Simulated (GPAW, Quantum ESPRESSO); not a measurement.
# As K-edge XANES of As (R-3m), part 2 of 2

Do two independent programs agree on the As K edge of As (R-3m)? The same cell and functional are run with XSpectra and with GPAW.

Quantum ESPRESSO 7.5 and GPAW 26.7.0; core-hole supercells, plane-wave PAW PBE.

So far. Step 8 (The field without a hole (GPAW)): The mesh shows no gap, so the system is treated as a metal and the core electron is put at the Fermi level (neutral cell). Step 9 (Spectrum without a core hole, As atom 1 (GPAW)): Main maxima below 30 eV (height): 2.6 eV (1.97), 12.6 eV (0.87), 17.6 eV (0.80) and 23.0 eV (0.79). 

The database entry behind the starting cell differs from later determinations by our own check (old inner coordinate), so it need not match the best structure at ambient conditions.

## Step 10: Reference energy of the supercell (GPAW)

Total energies of two programs can't be mixed, so the cell and mesh of GPAW's hole run get a reference energy of their own.

Contents of scf.py:

```python
import numpy as np
from ase import Atoms
from ase.parallel import parprint, paropen
from gpaw import GPAW, PW, FermiDirac, Mixer, MixerDif, setup_paths
from gpaw.test import gen
setup_paths.insert(0, '.')
gen('As', name='nch1s', xcname='PBE', corehole=(1, 0, 0), write_xml=True)
from gpaw.mpi import world
world.barrier()

atoms = Atoms('As12',
    cell=[[-5.6423907, 3.25763579, 0],
     [-3.7615938, -4.34351438, -3.51406199],
     [-1.8807969, -5.42939298, 3.51406199]],
    scaled_positions=[[0.113, 0.661, 0.339],
     [0.113, 0.99433333, 0.67233333],
     [0.613, 0.82766667, 0.50566667],
     [0.113, 0.32766667, 0.00566667],
     [0.613, 0.161, 0.839],
     [0.613, 0.49433333, 0.17233333],
     [0.387, 0.839, 0.161],
     [0.387, 0.17233333, 0.49433333],
     [0.887, 0.00566667, 0.32766667],
     [0.387, 0.50566667, 0.82766667],
     [0.887, 0.339, 0.661],
     [0.887, 0.67233333, 0.99433333]],
    pbc=True)
atoms.calc = calc = GPAW(legacy_gpaw=True, mode=PW(500, force_complex_dtype=True), xc='PBE', setups={0: 'nch1s'},
    kpts={'size': (4, 4, 4), 'gamma': True}, occupations=FermiDirac(0.1),
    charge=0, mixer=Mixer(0.1, 5, 50), maxiter=150,
    convergence={'density': 0.0001, 'eigenstates': 1e-6}, txt='scf.txt')
energy = atoms.get_potential_energy() + calc.get_reference_energy()
ef = calc.get_fermi_level()
out = dict(energy=energy, fermi=ef, forces=atoms.get_forces().tolist())
parprint(f'all-electron energy {energy:.4f} eV, Fermi level {ef:.4f} eV')
ev = np.array([[calc.get_eigenvalues(k, s) for k in range(len(calc.get_ibz_k_points()))] for s in range(calc.get_number_of_spins())])
out['homo'], out['lumo'], out['counts'] = ev[ev < ef].max(), ev[ev > ef].min(), sorted(set((ev < ef).sum((0, 2)).tolist()))
out['filled'] = (ev[:, 0] < ef).sum(1).tolist()
import json
with paropen('out.json', 'w') as f:
    json.dump(out, f)
```

Run with:

```bash
OMP_NUM_THREADS=1 mpirun -n 4 gpaw python scf.py
```

Run time: 46 s. Hardware: 4 MPI ranks of Arm Neoverse V1, shared host; peak memory 0.31 GiB; 3.1 min of CPU time.

Reference energy: -738091.489 eV with the cores included.

## Step 11: Spectrum with XCH, As atom 1 (GPAW)

The holes are 6.5 Å apart. The excited electron is kept in the cell, where it fills the lowest empty states and screens the hole. After the field has converged, empty bands are computed with the density fixed and the dipole matrix elements are summed.

Contents of xas.py:

```python
import numpy as np
from ase import Atoms
from ase.parallel import parprint, paropen
from gpaw import GPAW, PW, FermiDirac, Mixer, MixerDif, setup_paths
from gpaw.test import gen
setup_paths.insert(0, '.')
gen('As', name='fch1s', xcname='PBE', corehole=(1, 0, 1), write_xml=True)
from gpaw.mpi import world
world.barrier()

atoms = Atoms('As12',
    cell=[[-5.6423907, 3.25763579, 0],
     [-3.7615938, -4.34351438, -3.51406199],
     [-1.8807969, -5.42939298, 3.51406199]],
    scaled_positions=[[0.113, 0.661, 0.339],
     [0.113, 0.99433333, 0.67233333],
     [0.613, 0.82766667, 0.50566667],
     [0.113, 0.32766667, 0.00566667],
     [0.613, 0.161, 0.839],
     [0.613, 0.49433333, 0.17233333],
     [0.387, 0.839, 0.161],
     [0.387, 0.17233333, 0.49433333],
     [0.887, 0.00566667, 0.32766667],
     [0.387, 0.50566667, 0.82766667],
     [0.887, 0.339, 0.661],
     [0.887, 0.67233333, 0.99433333]],
    pbc=True)
atoms.calc = calc = GPAW(legacy_gpaw=True, mode=PW(500, force_complex_dtype=True), xc='PBE', setups={0: 'fch1s'},
    kpts={'size': (4, 4, 4), 'gamma': True}, occupations=FermiDirac(0.1),
    charge=-1, mixer=Mixer(0.1, 5, 50), maxiter=150,
    convergence={'density': 0.0001, 'eigenstates': 1e-6}, txt='scf.txt')
energy = atoms.get_potential_energy() + calc.get_reference_energy()
ef = calc.get_fermi_level()
out = dict(energy=energy, fermi=ef, forces=atoms.get_forces().tolist())
parprint(f'all-electron energy {energy:.4f} eV, Fermi level {ef:.4f} eV')
ev = np.array([[calc.get_eigenvalues(k, s) for k in range(len(calc.get_ibz_k_points()))] for s in range(calc.get_number_of_spins())])
out['homo'], out['lumo'], out['counts'] = ev[ev < ef].max(), ev[ev > ef].min(), sorted(set((ev < ef).sum((0, 2)).tolist()))
out['filled'] = (ev[:, 0] < ef).sum(1).tolist()

from ase.units import Ha
from gpaw.xas import dipole_matrix_elements
nb = int(calc.get_number_of_electrons() / 2) + 156
top, nb = nb, nb + 8 + nb // 12
nscf = calc.fixed_density(kpts={'size': (5, 5, 5), 'gamma': True}, nbands=nb,
    convergence={'bands': top, 'eigenstates': 5e-3}, maxiter=60, txt='nscf.txt')
cell = atoms.cell.array
ops = [cell.T @ U.T @ np.linalg.inv(cell.T) for U in nscf.wfs.kd.symmetry.op_scc]
E = np.arange(-6, 34, 0.1)
fwhm = np.interp(E, [4, 25], [2.14, 3.5])
Y, X, zero, highest = 0, 0, 1e9, 1e9
for spin in range(nscf.get_number_of_spins()):
    wfs = nscf.wfs
    mine = wfs.bd.get_slice()  # this rank's bands
    A = dipole_matrix_elements(wfs.setups[0])
    eps = np.zeros((wfs.kd.nibzkpts, nb))
    d = np.zeros((3, A.shape[1], wfs.kd.nibzkpts, nb), complex)
    for kpt in wfs.kpt_u:
        if kpt.s == spin and 0 in kpt.P_ani:
            eps[kpt.k, mine] = kpt.eps_n * Ha
            d[:, :, kpt.k, mine] = (kpt.weight * wfs.nspins / 2) ** 0.5 * np.inner(A, kpt.P_ani[0])
    world.sum(eps)
    world.sum(d)
    T = np.einsum('amkn,bmkn->abkn', d, d.conj()).real
    T = sum(np.einsum('ai,ijkn,bj->abkn', R, T, R) for R in ops) / len(ops)
    empty = eps > ef
    zero, highest = min(zero, eps[empty].min()), min(highest, eps[:, top - 1].min())
    lines = [(eps, T, empty)] if spin == 0 else lines + [(eps, T, empty)]
for eps, T, empty in lines:
    f = np.einsum('aakn->akn', T).reshape(3, -1)
    x = eps.ravel() - zero
    w = np.interp(x, E, fwhm) / 2.35482
    g = np.exp(-0.5 * ((E[:, None] - x) / w) ** 2) / (w * (2 * np.pi) ** 0.5)
    Y = Y + (f * empty.ravel()) @ g.T
    X = X + (f * ~empty.ravel()) @ g.T
out.update(E=E.round(2).tolist(), xas=Y.tolist(), xes=X.tolist(), zero=zero, valid=highest - zero, nk=len(eps), nb=nb)
for i in range(0, len(E), 10):
    parprint(f'{E[i]:7.2f}', *(f'{v:10.3e}' for v in Y[:, i]))
import json
with paropen('out.json', 'w') as f:
    json.dump(out, f)
```

Run with:

```bash
OMP_NUM_THREADS=1 mpirun -n 4 gpaw python xas.py
```

Wall time 8.5 min (4 MPI ranks); peak memory 0.83 GiB.

The As K spectrum, As atom 1, excited-electron core hole (neutral cell) (energy from the lowest empty level; intensity scaled to a mean of 1 over the first 20 eV; polarised curves are means over the symmetry-equivalent atoms):

```
E (eV)  isotropic  ε ⊥ c  ε ∥ c
  -2.0       0.04   0.04   0.04
  -1.0       0.41   0.43   0.36
   0.0       1.49   1.57   1.33
   1.0       2.30   2.40   2.10
   2.0       2.04   2.15   1.81
   3.0       1.55   1.66   1.31
   4.0       1.22   1.24   1.16
   5.0       1.05   0.98   1.18
   6.0       0.87   0.81   0.98
   7.0       0.58   0.60   0.54
   8.0       0.44   0.51   0.31
   9.0       0.53   0.60   0.39
  10.0       0.72   0.78   0.60
  11.0       0.87   0.92   0.78
  12.0       0.91   0.94   0.85
  13.0       0.86   0.86   0.85
  14.0       0.79   0.76   0.85
  15.0       0.78   0.73   0.88
  16.0       0.82   0.77   0.94
  17.0       0.85   0.79   0.95
  18.0       0.82   0.79   0.89
  19.0       0.79   0.78   0.82
  20.0       0.79   0.79   0.80
  21.0       0.82   0.82   0.82
  22.0       0.84   0.84   0.85
  23.0       0.84   0.83   0.85
  24.0       0.82   0.80   0.84
  25.0       0.80   0.78   0.82
  26.0       0.80   0.79   0.83
  27.0       0.82   0.81   0.85
  28.0       0.86   0.85   0.88
  29.0       0.89   0.89   0.90
  30.0       0.91   0.92   0.91
```

Main maxima below 30 eV (height): 1.2 eV (2.32), 11.8 eV (0.91), 17.0 eV (0.85) and 22.4 eV (0.84). 

## Step 12: The two programs side by side

The line shapes differ (Lorentzian half width 1.07 eV up to 4 eV, rising linearly to 1.75 eV at 25 eV (not a setting of the program: the run's 0.4 eV curve was folded afterwards with a further Lorentzian), against Gaussian full width 2.14 eV up to 4 eV, rising linearly to 3.5 eV at 25 eV), so both get a further Gaussian of 1.5 eV full width before they are compared; the Lorentzian tails remain.

```csv
E (eV),XSpectra,GPAW
-2.00,0.36,0.11
-1.25,0.58,0.39
-0.50,0.96,0.96
0.25,1.40,1.66
1.00,1.68,2.09
1.75,1.69,2.07
2.50,1.55,1.79
3.25,1.39,1.48
4.00,1.24,1.25
4.75,1.12,1.09
5.50,1.01,0.95
6.25,0.89,0.78
7.00,0.76,0.61
7.75,0.69,0.50
8.50,0.68,0.50
9.25,0.72,0.59
10.00,0.79,0.71
10.75,0.85,0.82
11.50,0.89,0.88
12.25,0.90,0.89
13.00,0.88,0.85
13.75,0.86,0.81
14.50,0.85,0.79
15.25,0.85,0.80
16.00,0.86,0.82
16.75,0.87,0.84
17.50,0.86,0.83
18.25,0.85,0.81
19.00,0.84,0.80
19.75,0.84,0.80
20.50,0.84,0.81
21.25,0.84,0.82
22.00,0.85,0.84
22.75,0.85,0.84
23.50,0.84,0.83
24.25,0.83,0.81
25.00,0.81,0.80
25.75,0.81,0.80
26.50,0.81,0.81
27.25,0.82,0.83
28.00,0.83,0.86
28.75,0.84,0.88
29.50,0.85,0.90
30.25,0.86,0.91
```

|  | XSpectra | GPAW |
| --- | --- | --- |
| k mesh of the spectrum | 4×4×4 | 5×5×5 |
| cutoff (eV) | 544 | 500 |
| highest intensity below 24 eV after the common broadening, eV (height) | 1.4 (1.71) | 1.4 (2.13) |
| core time, hole field and spectrum | 13 min | 34 min |

## Step 13: What the core hole does

XSpectra's curves. Both curves are counted from their own zero, so only the shift of weight within the empty states shows.

```
E (eV)  no hole   XCH
  -2.0     0.21  0.33
  -1.0     0.33  0.61
   0.0     0.64  1.30
   1.0     1.18  1.80
   2.0     1.55  1.67
   3.0     1.65  1.44
   4.0     1.57  1.23
   5.0     1.37  1.08
   6.0     1.22  0.95
   7.0     1.00  0.74
   8.0     0.78  0.65
   9.0     0.69  0.69
  10.0     0.72  0.79
  11.0     0.80  0.88
  12.0     0.87  0.91
  13.0     0.89  0.89
  14.0     0.84  0.85
  15.0     0.81  0.84
  16.0     0.82  0.86
  17.0     0.84  0.87
  18.0     0.84  0.86
  19.0     0.81  0.84
  20.0     0.80  0.84
  21.0     0.80  0.84
  22.0     0.80  0.85
  23.0     0.80  0.85
  24.0     0.79  0.83
  25.0     0.78  0.81
  26.0     0.78  0.81
  27.0     0.77  0.82
  28.0     0.77  0.83
  29.0     0.78  0.84
  30.0     0.80  0.86
  31.0     0.82  0.86
  32.0     0.83  0.85
```

With each curve scaled to its own mean, the area from −2 to 6 eV with the hole is 9.8 against 9.0, and the centre of weight from −1 to 20 eV moves by -0.3 eV (first and strongest maxima below 20 eV: 3.1 eV (1.65) and 12.7 eV (0.89) without the hole, 1.2 eV (1.81) and 11.9 eV (0.91) with it); the shape changes all the same, by 22 % r.m.s.

## Step 14: Runs not followed above

These runs aren't followed: redraws of a spectrum that repeat one shown, runs with a planted fault or a state judged unsound, or a program's part that gave no sound spectrum.

| program | step | status | elapsed |
| --- | --- | --- | --- |
| Quantum ESPRESSO | no core hole, redrawn | converged | 13 s |
| Quantum ESPRESSO | spectrum with XCH, redrawn | converged | 4.1 s |

## Step 15: Summary of results

- absorber and edge: As K, atom 1 of the ground-state input (counted from 1)
- surroundings: 3 As at 2.51 Å (pyramidal, site symmetry 3m)
- highest intensity below 24 eV (XSpectra, narrow line): 1.2 eV above the zero, height 1.81

**Reading.** The two programs agree on where the features lie, less on their heights: 17 % r.m.s. remains over the first 14 eV after a relative shift of 0.0 eV; their raw zeros differ by 8 eV. What differs may come from the PAW partial waves, meshes, cutoffs and line shapes. In XSpectra the As K edge of atom 1, with 3 As at 2.51 Å (pyramidal, site symmetry 3m), has its highest intensity of the first 24 eV at 1.2 eV above the zero, 1.8 times the mean level of the first 20 eV (Lorentzian half width 1.07 eV up to 4 eV, rising linearly to 1.75 eV at 25 eV (not a setting of the program: the run's 0.4 eV curve was folded afterwards with a further Lorentzian)). In XSpectra: With each curve scaled to its own mean, the area from −2 to 6 eV with the hole is 9.8 against 9.0, and the centre of weight from −1 to 20 eV moves by -0.3 eV (first and strongest maxima below 20 eV: 3.1 eV (1.65) and 12.7 eV (0.89) without the hole, 1.2 eV (1.81) and 11.9 eV (0.91) with it); the shape changes all the same, by 22 % r.m.s. In GPAW: With each curve scaled to its own mean, the area from −2 to 6 eV with the hole is 10.5 against 9.6, and the centre of weight from −1 to 20 eV moves by -0.4 eV (first and strongest maxima below 20 eV: 2.6 eV (1.97), 12.6 eV (0.87) and 17.6 eV (0.80) without the hole, 1.2 eV (2.32), 11.8 eV (0.91) and 17.0 eV (0.85) with it); the shape changes all the same, by 31 % r.m.s. In XSpectra, at the As K edge of atom 1 polarisation matters most near 2.5 eV, where the curves differ by 0.3 on this scale. 3 further runs of this session are left out of this account as redundant. The unit cell's mesh shows no gap over 0.35 eV. That is right for a metallic compound; for a small-gap or correlated insulator it would be the fault of the functional or of the assumed magnetic order, and the hole would be screened too well. The structure is a published determination, not relaxed.

[Logs are printed without paths, hosts, clocks, repeated set-up lines and the standing remarks that a program may print on its own settings, such as how far it seeks lower states.]

[Hosts, paths, dates, database ids (printed as entryN), source tags and the programs' standing remarks are cut or masked in the printed files.]

[Lists of maxima count a maximum above −3 eV only where it reaches 4 % of the highest in the window and stands out from its surroundings by 2 % of it (1.5 % where it reaches 55 %); shoulders and weaker maxima are passed over, and of the rest the first, up to two pre-edge ones and the few strongest are named.]
